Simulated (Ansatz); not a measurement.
# How strongly the parts of twisted silicene bilayer, 5.09° (508 atoms) bind, part 2 of 3

Aim: the interaction energy between the two parts of twisted silicene bilayer, 5.09° (508 atoms) and its distance dependence.

Ansatz 0.2.0; Kohn-Sham DFT, PBE+D4, PAW (set soft_1), plane waves.

The cell: 508 Si. Sampling is at Γ alone, for a cell whose shortest periodic width is 38 Å.

So far. Step 2 (Single point at the start): The r.m.s. force at the start is 0.25 eV/Å. Step 3 (Relaxation): The relaxation was stopped at its limit after 120 steps, 59.2 eV below its start, with a largest force component of 0.13 eV/Å.

## 6. The upper part alone

The upper part (layer 2) is solved alone in the same way.

The input, input.yaml:

```yaml
crystal:
  lattice:
    - [43.5, 0.0, 0.0]
    - [-21.75, 37.67211, 0.0]
    - [0.0, 0.0, 20.14]
  atoms:
    - { symbol: Si, position: [0.09848, 0.9932, 0.59114] }
    - { symbol: Si, position: [0.09646, 0.94045, 0.55361] }
    - { symbol: Si, position: [0.09691, 0.8387, 0.59468] }
    - { symbol: Si, position: [0.09335, 0.78356, 0.5708] }
    - { symbol: Si, position: [0.14765, 0.93974, 0.59002] }
    - { symbol: Si, position: [0.14839, 0.88889, 0.55321] }
    [... 242 atom lines left out ...]
    - { symbol: Si, position: [0.95771, 0.15706, 0.58895] }
    - { symbol: Si, position: [0.95519, 0.10463, 0.55564] }
    - { symbol: Si, position: [0.0092, 0.25784, 0.58022] }
    - { symbol: Si, position: [0.00855, 0.20604, 0.54416] }
    - { symbol: Si, position: [0.00753, 0.1035, 0.58209] }
    - { symbol: Si, position: [0.00463, 0.05127, 0.54283] }
kpoints:
  mp_grid: { grid: [1, 1, 1] }
hamiltonian:
  xc: pbe
  dispersion: d4
  pseudopotentials: { kind: paw, azcp: { folder: soft_1 } }
scf:
  occupations: { method: fermi_dirac, width: 0.025 }
output:
  forces: true
  eigenvalues: true
  write_density: true
  write_potential: true
  volumetric_format: npy
```

Started as:

```sh
$ ansatz run input.yaml --threads 32 --pin off --max-ram 143360MiB --backend cuda --events-out ev --progress --plain --runs-dir out
```

Numbers of over 12 decimals in the logs are rounded to 6 here.

What it wrote:

```text
[...]
GPU FFT provider: cuFFT
GPU libraries: cuBLAS 13.8.1, cuFFT 12.4.0, cuSOLVER 12.3.2
[...]
Crystal: 254 atoms, lattice volume = 33004.159 Å³
Basis set: ecut = 420 eV, 644983 PW (Γ), exchange–correlation on 600×600×270 points (8 copies of the dense FFT grid, shifted against one another)
Bands: 762, of which v1, the nominal top of the filled ones, is band 508 counted from 1 (507 counted from 0)
Symmetry: 1 space group operations
[...]
k-points: 1
[...]
GPU buffer pool allocated for 12150000 grid points (all kernels)
[...]
SCF iter   1: F=—  HF=-161392.829050 eV  |F-HF|=—  |Δ(HF+E_count)|=         —  Δρ=1.65e-2  dr2=1.21e2  ethr=3.10e-3  ⟨swp⟩=10.0  Hψ=4212  notcnv=0  defer=32
[...]
SCF iter  12: F=-161353.843987 eV  HF=-161353.843987 eV  |F-HF|=6.83e-8  |Δ(HF+E_count)|=   2.70e-7  Δρ=1.83e-7  dr2=3.49e-8  ethr=9.84e-12  ⟨swp⟩=30.0  Hψ=8517  notcnv=0
SCF 1 converged in 12 iterations: F = -161353.843987 eV  dr2 = 3.49e-8
[...]
SCF converged after 12 iterations
Free energy (F): -161353.843987 eV
[...]
Internal energy: -161353.756853 eV  (E = F + TS)
E sigma→0 (E₀):  -161353.800420 eV
Entropy (-TS):   -0.087134 eV (-0.343 meV/atom)
Fermi energy:    -2.882743 eV
[...]
--- Forces (eV/Å), atoms counted from 1 ---
[... 254 lines of forces left out ...]
  max |Σ_I F_I| component: 8.70e-5 eV/Å
--- Band table (eV) ---
[... left out ...]
```

Elapsed: 15 s, on 1 × NVIDIA GB200 with 32 threads of Arm Neoverse V2, shared host; peak memory 6.8 GiB; 57 s of CPU time.

That memory is the host's; the program planned 63.9 GiB on the GPU.

The whole (-322886.376 eV) less the lower (-161354.454 eV) and the upper part (-161353.844 eV) leaves -178.079 eV.

## 7. Upper part moved by +0.3 Å

Moving the upper part rigidly maps the well in which it sits.

The input, input.yaml:

```yaml
crystal:
  lattice:
    - [43.5, 0.0, 0.0]
    - [-21.75, 37.67211, 0.0]
    - [0.0, 0.0, 20.14]
  atoms:
    - { symbol: Si, position: [0.05882, 0.90456, 0.45784] }
    - { symbol: Si, position: [0.05992, 0.85391, 0.4187] }
    - { symbol: Si, position: [0.10574, 0.00651, 0.45117] }
    - { symbol: Si, position: [0.10823, 0.95605, 0.41377] }
    - { symbol: Si, position: [0.06186, 0.75349, 0.40663] }
    - { symbol: Si, position: [0.06038, 0.70311, 0.45058] }
    [... 496 atom lines left out ...]
    - { symbol: Si, position: [0.95771, 0.15706, 0.60385] }
    - { symbol: Si, position: [0.95519, 0.10463, 0.57054] }
    - { symbol: Si, position: [0.0092, 0.25784, 0.59512] }
    - { symbol: Si, position: [0.00855, 0.20604, 0.55906] }
    - { symbol: Si, position: [0.00753, 0.1035, 0.59699] }
    - { symbol: Si, position: [0.00463, 0.05127, 0.55773] }
kpoints:
  mp_grid: { grid: [1, 1, 1] }
hamiltonian:
  xc: pbe
  dispersion: d4
  pseudopotentials: { kind: paw, azcp: { folder: soft_1 } }
scf:
  occupations: { method: fermi_dirac, width: 0.025 }
output:
  forces: true
  eigenvalues: true
```

What it wrote:

```text
[...]
GPU FFT provider: cuFFT
GPU libraries: cuBLAS 13.8.1, cuFFT 12.4.0, cuSOLVER 12.3.2
[...]
Crystal: 508 atoms, lattice volume = 33004.159 Å³
Basis set: ecut = 420 eV, 644983 PW (Γ), exchange–correlation on 600×600×270 points (8 copies of the dense FFT grid, shifted against one another)
Bands: 1524, of which v1, the nominal top of the filled ones, is band 1016 counted from 1 (1015 counted from 0)
Symmetry: 1 space group operations
[...]
k-points: 1
[...]
GPU buffer pool allocated for 12150000 grid points (all kernels)
[...]
SCF iter   1: F=—  HF=-322920.929524 eV  |F-HF|=—  |Δ(HF+E_count)|=         —  Δρ=2.31e-2  dr2=2.26e2  ethr=3.10e-3  ⟨swp⟩=8.0  Hψ=8631  notcnv=0  defer=80
[...]
SCF iter  16: F=—  HF=-322863.084763 eV  |F-HF|=—  |Δ(HF+E_count)|=   1.15e-7  Δρ=3.20e-7  dr2=1.29e-7  ethr=2.02e-11  ⟨swp⟩=2.0  Hψ=1628  notcnv=0  defer=422
SCF iter  17: F=-322863.084763 eV  HF=-322863.084763 eV  |F-HF|=7.57e-9  |Δ(HF+E_count)|=   1.62e-8  Δρ=1.90e-7  dr2=4.76e-8  ethr=4.92e-12  ⟨swp⟩=22.0  Hψ=11656  notcnv=0
[...]
SCF 1 converged in 17 iterations: F = -322863.084763 eV  dr2 = 4.76e-8
[...]
SCF converged after 17 iterations
Free energy (F): -322863.084763 eV
[...]
Internal energy: -322862.902878 eV  (E = F + TS)
E sigma→0 (E₀):  -322862.993820 eV
Entropy (-TS):   -0.181886 eV (-0.358 meV/atom)
Fermi energy:    -1.247420 eV
[...]
Σ components = -322863.084763   (vs F -322863.084763, Δ=0.00e0)
--- Forces (eV/Å), atoms counted from 1 ---
[... 508 lines of forces left out ...]
  max |Σ_I F_I| component: 9.57e-5 eV/Å
--- Band table (eV) ---
[... left out ...]
```

It took 21 s on 1 × NVIDIA GB200 with 32 threads; peak memory 5.6 GiB; 45 s of CPU time.

That memory is the host's; the program planned 112 GiB on the GPU.

Upper part moved by +0.3 Å: the energy stands 23.3 eV above that of the reference.

## 8. Upper part moved by -0.3 Å

Another point of the curve.

input.yaml, the sections that differ from step 7:

```yaml
crystal:
  lattice:
    - [43.5, 0.0, 0.0]
    - [-21.75, 37.67211, 0.0]
    - [0.0, 0.0, 20.14]
  atoms:
    - { symbol: Si, position: [0.05882, 0.90456, 0.45784] }
    - { symbol: Si, position: [0.05992, 0.85391, 0.4187] }
    - { symbol: Si, position: [0.10574, 0.00651, 0.45117] }
    - { symbol: Si, position: [0.10823, 0.95605, 0.41377] }
    - { symbol: Si, position: [0.06186, 0.75349, 0.40663] }
    - { symbol: Si, position: [0.06038, 0.70311, 0.45058] }
    [... 496 atom lines left out ...]
    - { symbol: Si, position: [0.95771, 0.15706, 0.57405] }
    - { symbol: Si, position: [0.95519, 0.10463, 0.54074] }
    - { symbol: Si, position: [0.0092, 0.25784, 0.56532] }
    - { symbol: Si, position: [0.00855, 0.20604, 0.52926] }
    - { symbol: Si, position: [0.00753, 0.1035, 0.56719] }
    - { symbol: Si, position: [0.00463, 0.05127, 0.52793] }
# kpoints, hamiltonian, scf, output: as in step 7
```

What it wrote:

```text
[...]
GPU FFT provider: cuFFT
GPU libraries: cuBLAS 13.8.1, cuFFT 12.4.0, cuSOLVER 12.3.2
[...]
Crystal: 508 atoms, lattice volume = 33004.159 Å³
Basis set: ecut = 420 eV, 644983 PW (Γ), exchange–correlation on 600×600×270 points (8 copies of the dense FFT grid, shifted against one another)
Bands: 1524, of which v1, the nominal top of the filled ones, is band 1016 counted from 1 (1015 counted from 0)
Symmetry: 1 space group operations
[...]
k-points: 1
[...]
GPU buffer pool allocated for 12150000 grid points (all kernels)
[...]
SCF iter   1: F=—  HF=-322917.126714 eV  |F-HF|=—  |Δ(HF+E_count)|=         —  Δρ=2.41e-2  dr2=3.13e2  ethr=3.10e-3  ⟨swp⟩=9.0  Hψ=9651  notcnv=0  defer=186
[...]
SCF iter  17: F=—  HF=-322843.643724 eV  |F-HF|=—  |Δ(HF+E_count)|=   1.49e-7  Δρ=3.71e-7  dr2=1.57e-7  ethr=2.44e-11  ⟨swp⟩=2.0  Hψ=2104  notcnv=0  defer=420
SCF iter  18: F=-322843.643724 eV  HF=-322843.643724 eV  |F-HF|=3.53e-8  |Δ(HF+E_count)|=   4.25e-8  Δρ=2.16e-7  dr2=5.37e-8  ethr=4.92e-12  ⟨swp⟩=27.0  Hψ=11569  notcnv=0
[...]
SCF 1 converged in 18 iterations: F = -322843.643724 eV  dr2 = 5.37e-8
[...]
SCF converged after 18 iterations
Free energy (F): -322843.643724 eV
[...]
Internal energy: -322843.464342 eV  (E = F + TS)
E sigma→0 (E₀):  -322843.554033 eV
Entropy (-TS):   -0.179382 eV (-0.353 meV/atom)
Fermi energy:    -1.300673 eV
[...]
Σ components = -322843.643724   (vs F -322843.643724, Δ=0.00e0)
--- Forces (eV/Å), atoms counted from 1 ---
[... 508 lines of forces left out ...]
  max |Σ_I F_I| component: 6.41e-5 eV/Å
--- Band table (eV) ---
[... left out ...]
```

Run time: 22 s. Hardware: 1 × NVIDIA GB200 with 32 threads; peak memory 5.7 GiB.

That memory is the host's; the program planned 112 GiB on the GPU.

Upper part moved by -0.3 Å: the energy stands 42.7 eV above that of the reference.

## 9. Upper part moved by +0.8 Å

Another point of the curve.

Input and log are left out; they have the form of those shown for this kind of step.

Run time: 19 s. Hardware: 1 × NVIDIA GB200 with 32 threads of Arm Neoverse V2, shared host; peak memory 5.8 GiB.

That memory is the host's; the program planned 112 GiB on the GPU.

Upper part moved by +0.8 Å: the energy stands 79.3 eV above that of the reference.

## 10. Upper part moved by +1.6 Å

Another point of the curve.

Input and log are left out; they have the form of those shown for this kind of step.

Elapsed: 20 s, on 1 × NVIDIA GB200 with 32 threads of Arm Neoverse V2, shared host; peak memory 5.7 GiB; 43 s of CPU time.

That memory is the host's; the program planned 112 GiB on the GPU.

Upper part moved by +1.6 Å: the energy stands 141 eV above that of the reference.

## 11. Upper part moved by +3 Å

Another point of the curve.

Input and log are left out; they have the form of those shown for this kind of step.

It took 20 s on 1 × NVIDIA GB200 with 32 threads of Arm Neoverse V2, shared host; peak memory 5.7 GiB.

That memory is the host's; the program planned 112 GiB on the GPU.

Upper part moved by +3 Å: the energy stands 169 eV above that of the reference.

## 12. Whole cell, LDA

The three cells are solved again with another functional, at the same geometry, to see how much of the binding hangs on it.

This step: Kohn-Sham DFT, LDA, PAW (set soft_1), plane waves.

input.yaml, the sections that differ from step 8:

```yaml
crystal:
  lattice:
    - [43.5, 0.0, 0.0]
    - [-21.75, 37.67211, 0.0]
    - [0.0, 0.0, 20.14]
  atoms:
    [... the 508 atom lines of step 4 ...]
hamiltonian:
  xc: lda
  pseudopotentials: { kind: paw, azcp: { folder: soft_1 }, xc_functional: pbe }
output:
  forces: true
# kpoints, scf: as in step 8
```

What it wrote:

```text
[...]
GPU FFT provider: cuFFT
GPU libraries: cuBLAS 13.8.1, cuFFT 12.4.0, cuSOLVER 12.3.2
[...]
Crystal: 508 atoms, lattice volume = 33004.159 Å³
Basis set: ecut = 420 eV, 644983 PW (Γ)
Bands: 1524, of which v1, the nominal top of the filled ones, is band 1016 counted from 1 (1015 counted from 0)
Symmetry: 1 space group operations
[...]
k-points: 1
[...]
GPU buffer pool allocated for 12150000 grid points (all kernels)
[...]
SCF iter   1: F=—  HF=-308988.695762 eV  |F-HF|=—  |Δ(HF+E_count)|=         —  Δρ=2.31e-2  dr2=2.55e2  ethr=3.10e-3  ⟨swp⟩=8.0  Hψ=8717  notcnv=0  defer=136
[...]
SCF iter  13: F=—  HF=-308914.285765 eV  |F-HF|=—  |Δ(HF+E_count)|=   7.75e-8  Δρ=5.65e-7  dr2=4.12e-7  ethr=1.02e-10  ⟨swp⟩=2.0  Hψ=1700  notcnv=0  defer=424
SCF iter  14: F=-308914.285765 eV  HF=-308914.285765 eV  |F-HF|=4.39e-8  |Δ(HF+E_count)|=   1.90e-8  Δρ=2.67e-7  dr2=8.50e-8  ethr=4.92e-12  ⟨swp⟩=4.0  Hψ=4342  notcnv=0
SCF 1 converged in 14 iterations: F = -308914.285765 eV  dr2 = 8.50e-8
[...]
SCF converged after 14 iterations
Free energy (F): -308914.285765 eV
[...]
Internal energy: -308914.180188 eV  (E = F + TS)
E sigma→0 (E₀):  -308914.232977 eV
Entropy (-TS):   -0.105576 eV (-0.208 meV/atom)
Fermi energy:    -1.415656 eV
[...]
Σ components = -308914.285765   (vs F -308914.285765, Δ=0.00e0)
--- Forces (eV/Å), atoms counted from 1 ---
[... 508 lines of forces left out ...]
  max |Σ_I F_I| component: 1.68e-3 eV/Å
```

It took 16 s on 1 × NVIDIA GB200 with 32 threads; peak memory 5.4 GiB.

That memory is the host's; the program planned 111 GiB on the GPU.

## 13. Lower part, LDA

A part alone at that level.

Edit input.yaml of step 12 so:

```diff
@@ -6,3 +6,3 @@
   atoms:
-    [... the 508 atom lines of step 4 ...]
+    [... the 254 atom lines of step 5 ...]
 kpoints:
```

What it wrote:

```text
[...]
GPU FFT provider: cuFFT
GPU libraries: cuBLAS 13.8.1, cuFFT 12.4.0, cuSOLVER 12.3.2
[...]
Crystal: 254 atoms, lattice volume = 33004.159 Å³
Basis set: ecut = 420 eV, 644983 PW (Γ)
Bands: 762, of which v1, the nominal top of the filled ones, is band 508 counted from 1 (507 counted from 0)
Symmetry: 1 space group operations
[...]
k-points: 1
[...]
GPU buffer pool allocated for 12150000 grid points (all kernels)
[...]
SCF iter   1: F=—  HF=-154412.087841 eV  |F-HF|=—  |Δ(HF+E_count)|=         —  Δρ=1.65e-2  dr2=1.25e2  ethr=3.10e-3  ⟨swp⟩=10.0  Hψ=4252  notcnv=0  defer=27
[...]
SCF iter   4: F=—  HF=-154366.542351 eV  |F-HF|=—  |Δ(HF+E_count)|=   3.32e-1  Δρ=4.04e-4  dr2=2.60e-1  ethr=1.67e-4  ⟨swp⟩=4.0  Hψ=1639  notcnv=0  defer=22
automatic band count: iteration 4 solves 589 bands in place of 762: the levels show a gap, and the empty bands left out lie too high to hold charge; the band table lists the bands solved (type scf.n_extra_bands for more)
SCF iter   5: F=—  HF=-154366.488338 eV  |F-HF|=—  |Δ(HF+E_count)|=   5.40e-2  Δρ=9.64e-5  dr2=8.54e-3  ethr=2.56e-5  ⟨swp⟩=3.0  Hψ=1422  notcnv=0  defer=22
[...]
SCF iter  11: F=-154366.488002 eV  HF=-154366.488002 eV  |F-HF|=4.42e-8  |Δ(HF+E_count)|=   3.36e-7  Δρ=2.51e-7  dr2=5.18e-8  ethr=9.84e-12  ⟨swp⟩=5.0  Hψ=2219  notcnv=0
SCF 1 converged in 11 iterations: F = -154366.488002 eV  dr2 = 5.18e-8
[...]
SCF converged after 11 iterations
Free energy (F): -154366.488002 eV
[...]
Internal energy: -154366.432824 eV  (E = F + TS)
E sigma→0 (E₀):  -154366.460413 eV
Entropy (-TS):   -0.055178 eV (-0.217 meV/atom)
Fermi energy:    -3.108316 eV
[...]
--- Forces (eV/Å), atoms counted from 1 ---
[... 254 lines of forces left out ...]
  max |Σ_I F_I| component: 2.56e-3 eV/Å
```

Elapsed: 7.5 s, on 1 × NVIDIA GB200 with 32 threads; peak memory 5.1 GiB.

That memory is the host's; the program planned 63.9 GiB on the GPU.

(Part 2 of 3 ends here.)

[Logs are printed without paths, hosts, clocks, repeated set-up lines and the standing remarks that a program may print on its own settings, such as how far it seeks lower states.]

[Hosts, paths, dates, database ids (printed as entryN), source tags and the programs' standing remarks are cut or masked in the printed files.]
